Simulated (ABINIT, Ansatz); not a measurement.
# TaBe (Pm-3m): phonons by linear response, part 3 of 4

Aim: the phonon dispersion of TaBe (Pm-3m), checked by a second program.

ABINIT 10.8.3; DFT PBEsol, scalar-relativistic, plane waves, PseudoDojo norm-conserving pseudopotentials.

So far. Step 5 (Self-consistent run for the response): The cell stands at -0.51 GPa: the relaxation ran with a smoothed and higher cutoff, and the difference is a stress of the finite basis. Step 6 (Zone-centre response): The acoustic modes at Γ come out as far as 7.1 cm⁻¹ from zero, where they should vanish, a small numerical error. The relaxed cell has a = 2.968 Å (conventional setting).

The structure was built from a prototype and need not be the compound's stable phase.

### 8. Interpolated phonon bands

anaddb transforms the dynamical matrices to force constants and back along the path; points of the mesh come back as solved, but for the sum rule and, in polar crystals, the LO-TO term at Γ; the rest is interpolation.

The input, anaddb.abi:

```
ddb_filepath "all_DDB"
output_file "anaddb.abo"
outdata_prefix "anaddb"
ifcflag 1
ngqpt 4 4 4
nqshft 1
q1shft 0.0 0.0 0.0
asr 1
chneut 0
dipdip 0
dipquad 0
quadquad 0
enunit 0
eivec 0
nph1l 62
qph1l 
    0.0 0.0 0.0 1.0
    0.0 0.05 0.0 1.0
    0.0 0.1 0.0 1.0
    0.0 0.15 0.0 1.0
    0.0 0.2 0.0 1.0
    0.0 0.25 0.0 1.0
    0.0 0.3 0.0 1.0
    0.0 0.35 0.0 1.0
    0.0 0.4 0.0 1.0
    0.0 0.45 0.0 1.0
    0.0 0.5 0.0 1.0
    0.05 0.5 0.0 1.0
    0.1 0.5 0.0 1.0
    0.15 0.5 0.0 1.0
    0.2 0.5 0.0 1.0
    0.25 0.5 0.0 1.0
    0.3 0.5 0.0 1.0
    0.35 0.5 0.0 1.0
    0.4 0.5 0.0 1.0
    0.45 0.5 0.0 1.0
    0.5 0.5 0.0 1.0
    0.45 0.45 0.0 1.0
    0.4 0.4 0.0 1.0
    0.35 0.35 0.0 1.0
    0.3 0.3 0.0 1.0
    0.25 0.25 0.0 1.0
    0.2 0.2 0.0 1.0
    0.15 0.15 0.0 1.0
    0.1 0.1 0.0 1.0
    0.05 0.05 0.0 1.0
    0.0 0.0 0.0 1.0
    0.05 0.05 0.05 1.0
    0.1 0.1 0.1 1.0
    0.15 0.15 0.15 1.0
    0.2 0.2 0.2 1.0
    0.25 0.25 0.25 1.0
    0.3 0.3 0.3 1.0
    0.35 0.35 0.35 1.0
    0.4 0.4 0.4 1.0
    0.45 0.45 0.45 1.0
    0.5 0.5 0.5 1.0
    0.45 0.5 0.45 1.0
    0.4 0.5 0.4 1.0
    0.35 0.5 0.35 1.0
    0.3 0.5 0.3 1.0
    0.25 0.5 0.25 1.0
    0.2 0.5 0.2 1.0
    0.15 0.5 0.15 1.0
    0.1 0.5 0.1 1.0
    0.05 0.5 0.05 1.0
    0.0 0.5 0.0 1.0
    0.5 0.5 0.5 1.0
    0.5 0.5 0.45 1.0
    0.5 0.5 0.4 1.0
    0.5 0.5 0.35 1.0
    0.5 0.5 0.3 1.0
    0.5 0.5 0.25 1.0
    0.5 0.5 0.2 1.0
    0.5 0.5 0.15 1.0
    0.5 0.5 0.1 1.0
    0.5 0.5 0.05 1.0
    0.5 0.5 0.0 1.0
```

The input, mrgddb.in:

```
all_DDB
merged
10
dfpt_gammao_DDB
dfpt_qo_DS1_DDB
dfpt_qo_DS2_DDB
dfpt_qo_DS3_DDB
dfpt_qo_DS4_DDB
dfpt_qo_DS5_DDB
dfpt_qo_DS6_DDB
dfpt_qo_DS7_DDB
dfpt_qo_DS8_DDB
dfpt_qo_DS9_DDB
```

Started as:

```bash
> mrgddb < mrgddb.in > mrgddb.log
> OMP_NUM_THREADS=1 anaddb anaddb.abi > anaddb.log
```

anaddb.abo, the main output file:

```text
[banners, grids, parts of the stress and lines that vanish by symmetry left out]
-outvars_anaddb: echo values of input variables ----------------------

 Flags :
[...]
Phonon wavevector (reduced coordinates) :  0.00000  0.00000  0.00000
 Phonon energies in Hartree :
[...]
Phonon frequencies in cm-1    :
-  0.000000E+00  0.000000E+00  0.000000E+00  4.995012E+02  4.995012E+02
-  4.995012E+02
[...]
Phonon wavevector (reduced coordinates) :  0.00000  0.05000  0.00000
 Phonon energies in Hartree :
[...]
Phonon frequencies in cm-1    :
-  8.531494E+00  8.531494E+00  1.710844E+01  4.986168E+02  4.986168E+02
-  4.988032E+02
[...]
Phonon wavevector (reduced coordinates) :  0.00000  0.10000  0.00000
 Phonon energies in Hartree :
[...]
Phonon frequencies in cm-1    :
-  1.826280E+01  1.826280E+01  3.493350E+01  4.961709E+02  4.961709E+02
-  4.968046E+02
[...]
Phonon wavevector (reduced coordinates) :  0.00000  0.15000  0.00000
 Phonon energies in Hartree :
[...]
Phonon frequencies in cm-1    :
-  2.984918E+01  2.984918E+01  5.389797E+01  4.927194E+02  4.927194E+02
-  4.937651E+02
[...]
Phonon wavevector (reduced coordinates) :  0.00000  0.20000  0.00000
 Phonon energies in Hartree :
[...]
Phonon frequencies in cm-1    :
-  4.320889E+01  4.320889E+01  7.393896E+01  4.889926E+02  4.889926E+02
-  4.900407E+02
[...]
Phonon wavevector (reduced coordinates) :  0.00000  0.25000  0.00000
 Phonon energies in Hartree :
[...]
Phonon frequencies in cm-1    :
-  5.762160E+01  5.762160E+01  9.445387E+01  4.856750E+02  4.856750E+02
-  4.860094E+02
  Phonon wavevector (reduced coordinates) :  0.00000  0.30000  0.00000
 Phonon energies in Hartree :
[...]
Phonon frequencies in cm-1    :
-  7.194062E+01  7.194062E+01  1.143611E+02  4.820246E+02  4.832176E+02
-  4.832176E+02
  Phonon wavevector (reduced coordinates) :  0.00000  0.35000  0.00000
 Phonon energies in Hartree :
[...]
Phonon frequencies in cm-1    :
-  8.484177E+01  8.484177E+01  1.322410E+02  4.784117E+02  4.817456E+02
-  4.817456E+02
  Phonon wavevector (reduced coordinates) :  0.00000  0.40000  0.00000
 Phonon energies in Hartree :
[...]
Phonon frequencies in cm-1    :
-  9.506782E+01  9.506782E+01  1.465365E+02  4.754886E+02  4.810859E+02
-  4.810859E+02
  Phonon wavevector (reduced coordinates) :  0.00000  0.45000  0.00000
 Phonon energies in Hartree :
[...]
Phonon frequencies in cm-1    :
-  1.016212E+02  1.016212E+02  1.558090E+02  4.735663E+02  4.809024E+02
-  4.809024E+02
  Phonon wavevector (reduced coordinates) :  0.00000  0.50000  0.00000
 Phonon energies in Hartree :
[...]
Phonon frequencies in cm-1    :
-  1.038762E+02  1.038762E+02  1.590259E+02  4.728930E+02  4.808830E+02
-  4.808830E+02
  Phonon wavevector (reduced coordinates) :  0.05000  0.50000  0.00000
 Phonon energies in Hartree :
[...]
Phonon frequencies in cm-1    :
-  1.009552E+02  1.037859E+02  1.573393E+02  4.739032E+02  4.805369E+02
-  4.809837E+02
  Phonon wavevector (reduced coordinates) :  0.10000  0.50000  0.00000
 Phonon energies in Hartree :
[...]
Phonon frequencies in cm-1    :
-  9.270754E+01  1.033739E+02  1.522606E+02  4.766480E+02  4.797699E+02
-  4.813470E+02
  Phonon wavevector (reduced coordinates) :  0.15000  0.50000  0.00000
 Phonon energies in Hartree :
[...]
Phonon frequencies in cm-1    :
-  8.053725E+01  1.022811E+02  1.437731E+02  4.792809E+02  4.804128E+02
-  4.821152E+02
[...]
Phonon wavevector (reduced coordinates) :  0.40000  0.50000  0.40000
 Phonon energies in Hartree :
[...]
Phonon frequencies in cm-1    :
-  1.309640E+02  1.336327E+02  1.479684E+02  4.596635E+02  4.638957E+02
-  4.685595E+02
  Phonon wavevector (reduced coordinates) :  0.35000  0.50000  0.35000
 Phonon energies in Hartree :
[...]
Phonon frequencies in cm-1    :
-  1.112711E+02  1.228937E+02  1.468999E+02  4.580706E+02  4.676174E+02
-  4.745008E+02
  Phonon wavevector (reduced coordinates) :  0.30000  0.50000  0.30000
 Phonon energies in Hartree :
[...]
Phonon frequencies in cm-1    :
-  8.577841E+01  1.161906E+02  1.428508E+02  4.581549E+02  4.735679E+02
-  4.803318E+02
  Phonon wavevector (reduced coordinates) :  0.25000  0.50000  0.25000
 Phonon energies in Hartree :
[...]
Phonon frequencies in cm-1    :
-  5.892093E+01  1.166873E+02  1.357163E+02  4.604781E+02  4.796432E+02
-  4.846169E+02
  Phonon wavevector (reduced coordinates) :  0.20000  0.50000  0.20000
 Phonon energies in Hartree :
[...]
Phonon frequencies in cm-1    :
-  4.256269E+01  1.239811E+02  1.266686E+02  4.647595E+02  4.832133E+02
-  4.864952E+02
  Phonon wavevector (reduced coordinates) :  0.15000  0.50000  0.15000
 Phonon energies in Hartree :
[...]
Phonon frequencies in cm-1    :
-  5.307161E+01  1.175633E+02  1.352331E+02  4.701522E+02  4.828353E+02
-  4.859709E+02
[...]
Phonon wavevector (reduced coordinates) :  0.50000  0.50000  0.05000
 Phonon energies in Hartree :
[...]
Phonon frequencies in cm-1    :
-  4.032144E+01  4.032144E+01  8.010079E+01  4.924261E+02  4.924261E+02
-  4.991351E+02
  Phonon wavevector (reduced coordinates) :  0.50000  0.50000  0.00000
 Phonon energies in Hartree :
[...]
Phonon frequencies in cm-1    :
-  3.532314E+01  3.532314E+01  7.462296E+01  4.938183E+02  4.938183E+02
-  5.005864E+02
-
```

Run time: 0.51 s. Hardware: 1 thread of Arm Neoverse V2, shared host.

Read from the output:

```
lowest frequency on the path : -66.40 cm⁻¹
```

Anaddb. Phonon branches along the path, in cm⁻¹:

```tsv
point	branch 1	branch 2	branch 3	branch 4	branch 5	branch 6
Γ	0	0	0	500	500	500
halfway	58	58	94	486	486	486
X	104	104	159	473	481	481
halfway	53	96	117	482	485	488
M	35	35	75	494	494	501
halfway	-65	72	133	470	481	497
Γ	0	0	0	500	500	500
halfway	71	71	116	474	474	483
R	147	147	147	462	462	462
halfway	59	117	136	460	480	485
X	104	104	159	473	481	481
jump to R	147	147	147	462	462	462
halfway	102	102	136	471	471	476
M	35	35	75	494	494	501
```

The phonon branches as a text plot (rows in cm⁻¹):

```
    489 |***********************************       *******    ***
    465 |      ***         ****         **********************
    442 |
    418 |
    394 |
    371 |
    347 |
    323 |
    300 |
    276 |
    253 |
    229 |
    205 |
    182 |
    158 |      ***                            *****    *****
    134 |     *   **       ****        *   ***  *******   ****
    111 |    * ******     *    *     ** *****     *** ****  ***
     87 |   * *   * *** *****       *              *   **      **
     64 |  ***     *  **     ** *       *           * *       **
     40 | **        *****      * * *                 *          *
     16 |**              *      **     *
     -7 |                         *
    -31 |                 *      * ****
    -55 |                  ******
         Γ      X      M          Γ            R        X|R     M
```

The path dips to 66i cm⁻¹.

### 9. Sums over the zone

Sums over the zone need many more wavevectors than were solved, so the interpolation is sampled on a dense mesh.

The input, anaddb.abi:

```
ddb_filepath "all_DDB"
output_file "anaddb.abo"
outdata_prefix "anaddb"
ifcflag 1
ngqpt 4 4 4
nqshft 1
q1shft 0.0 0.0 0.0
asr 1
chneut 0
dipdip 0
dipquad 0
quadquad 0
prtdos 2
ng2qpt 15 15 15
dosdeltae 4.5563e-06
ntemper 11
temperinc 100.0
tempermin 0.0
```

Started as:

```bash
> OMP_NUM_THREADS=1 anaddb anaddb.abi > anaddb.log
```

anaddb.abo, the main output file:

```text
[banners, grids, parts of the stress and lines that vanish by symmetry left out]
-outvars_anaddb: echo values of input variables ----------------------

 Flags :
     ifcflag         1
 Miscellaneous information :
         asr         1
      chneut         0
 Interatomic Force Constants Inputs :
      dipdip         0
     dipquad         0
    quadquad         0
      ifcana         0
      ifcout         0
 Description of grid 1 :
        brav         1
       ngqpt         4         4         4
      nqshft         1
      q1shft
                     0.00000000E+00  0.00000000E+00  0.00000000E+00
 Phonon DOS information :
   dosdeltae  4.55630000E-06
    dossmear  4.55633525E-06
 Description of grid 2 (Fourier interp. or BZ sampling):
      ng2qpt        15        15        15
      ngrids         4
      q2shft         0.00000000E+00  0.00000000E+00  0.00000000E+00

================================================================================

 read the DDB information and perform some checks

  ==== Info on the Cryst% object ====
 Real(R)+Recip(G) space primitive vectors, cartesian coordinates (Bohr,Bohr^-1):
 R(1)=  5.6088492  0.0000000  0.0000000  G(1)=  0.1782897  0.0000000  0.0000000
 R(2)=  0.0000000  5.6088492  0.0000000  G(2)=  0.0000000  0.1782897  0.0000000
 R(3)=  0.0000000  0.0000000  5.6088492  G(3)=  0.0000000  0.0000000  0.1782897
 Unit cell volume ucvol=  1.7644985E+02 bohr^3
 Angles (23,13,12)=  9.00000000E+01  9.00000000E+01  9.00000000E+01 degrees
 Time-reversal symmetry is present
 Reduced atomic positions [iatom, xred, symbol]:
    1)    0.0000000  0.0000000  0.0000000  Be
    2)    0.5000000  0.5000000  0.5000000  Ta

 DDB file with 10 blocks has been read.

================================================================================

 Calculation of the interatomic forces

       Homogeneous q point set in the B.Z.
 Grid q points  :       64
  1)   0.00000000E+00  0.00000000E+00  0.00000000E+00
  2)   2.50000000E-01  0.00000000E+00  0.00000000E+00
  3)   5.00000000E-01  0.00000000E+00  0.00000000E+00
  4)  -2.50000000E-01  0.00000000E+00  0.00000000E+00
  5)   0.00000000E+00  2.50000000E-01  0.00000000E+00
  6)   2.50000000E-01  2.50000000E-01  0.00000000E+00
  7)   5.00000000E-01  2.50000000E-01  0.00000000E+00
  8)  -2.50000000E-01  2.50000000E-01  0.00000000E+00
  9)   0.00000000E+00  5.00000000E-01  0.00000000E+00
 10)   2.50000000E-01  5.00000000E-01  0.00000000E+00
 11)   5.00000000E-01  5.00000000E-01  0.00000000E+00
 12)  -2.50000000E-01  5.00000000E-01  0.00000000E+00
 13)   0.00000000E+00 -2.50000000E-01  0.00000000E+00
 14)   2.50000000E-01 -2.50000000E-01  0.00000000E+00
[...]
58)   2.50000000E-01  5.00000000E-01 -2.50000000E-01
 59)   5.00000000E-01  5.00000000E-01 -2.50000000E-01
 60)  -2.50000000E-01  5.00000000E-01 -2.50000000E-01
 61)   0.00000000E+00 -2.50000000E-01 -2.50000000E-01
 62)   2.50000000E-01 -2.50000000E-01 -2.50000000E-01
 63)   5.00000000E-01 -2.50000000E-01 -2.50000000E-01
 64)  -2.50000000E-01 -2.50000000E-01 -2.50000000E-01

 The interatomic forces have been obtained

================================================================================

 Calculation of phonon density of states

 Average speed of sound partial sums:     0.5385132680E-03 (at units)
-                                   =           1.1781 [km/s]

 Debye frequency from partial sums:     0.3742308968E-03 (Ha)
-                                 =     0.2462321014E+01 (THz)
-Debye temperature from partial sums:     0.1181727707E+03 (K)

 Average speed of sound:     0.5348435171E-04 (at units)
-                      =           0.1170 [km/s]

 Debye frequency from DOS:     0.3716806641E-04 (Ha)
-                        =     0.2445541289E+00 (THz)
-Debye temperature from DOS:     0.1173674709E+02 (K)

-
```

Wall time 0.67 s (1 thread).

Read from the output:

| Item | Value |
| --- | --- |
| share of modes beyond 3i cm⁻¹ on the dense interpolated mesh | 0.0453 |

The phonon density of states has structure finer than the step of the table below, so its rows give means over 25 cm⁻¹, whole bins alone (the curve runs from -95.4 to 529 cm⁻¹). Peaks (cm⁻¹: height): 124.6: 0.0397, 480.6: 0.134.

Tetrahedra. The phonon density of states by wavenumber; means over each step:

```tsv
wavenumber (cm⁻¹)	phonon density of states (1/cm⁻¹/cell)
-75	1.5e-4
-50	0.00541
-25	0.00385
0	0.00402
25	0.00763
50	0.0137
75	0.0175
100	0.0280
125	0.0315
150	0.00776
175	0
200	0
225	0
250	0
275	0
300	0
325	0
350	0
375	0
400	0
425	0
450	0.00408
475	0.0835
500	0.0327
```

(Part 3 of 4 ends here.)

[Host names and launcher messages were left out of these logs when they were recorded.]

[Logs are printed without paths, hosts, clocks, repeated set-up lines and the standing remarks that a program may print on its own settings, such as how far it seeks lower states.]

[Hosts, paths, dates, database ids (printed as entryN), source tags and the programs' standing remarks are cut or masked in the printed files.]
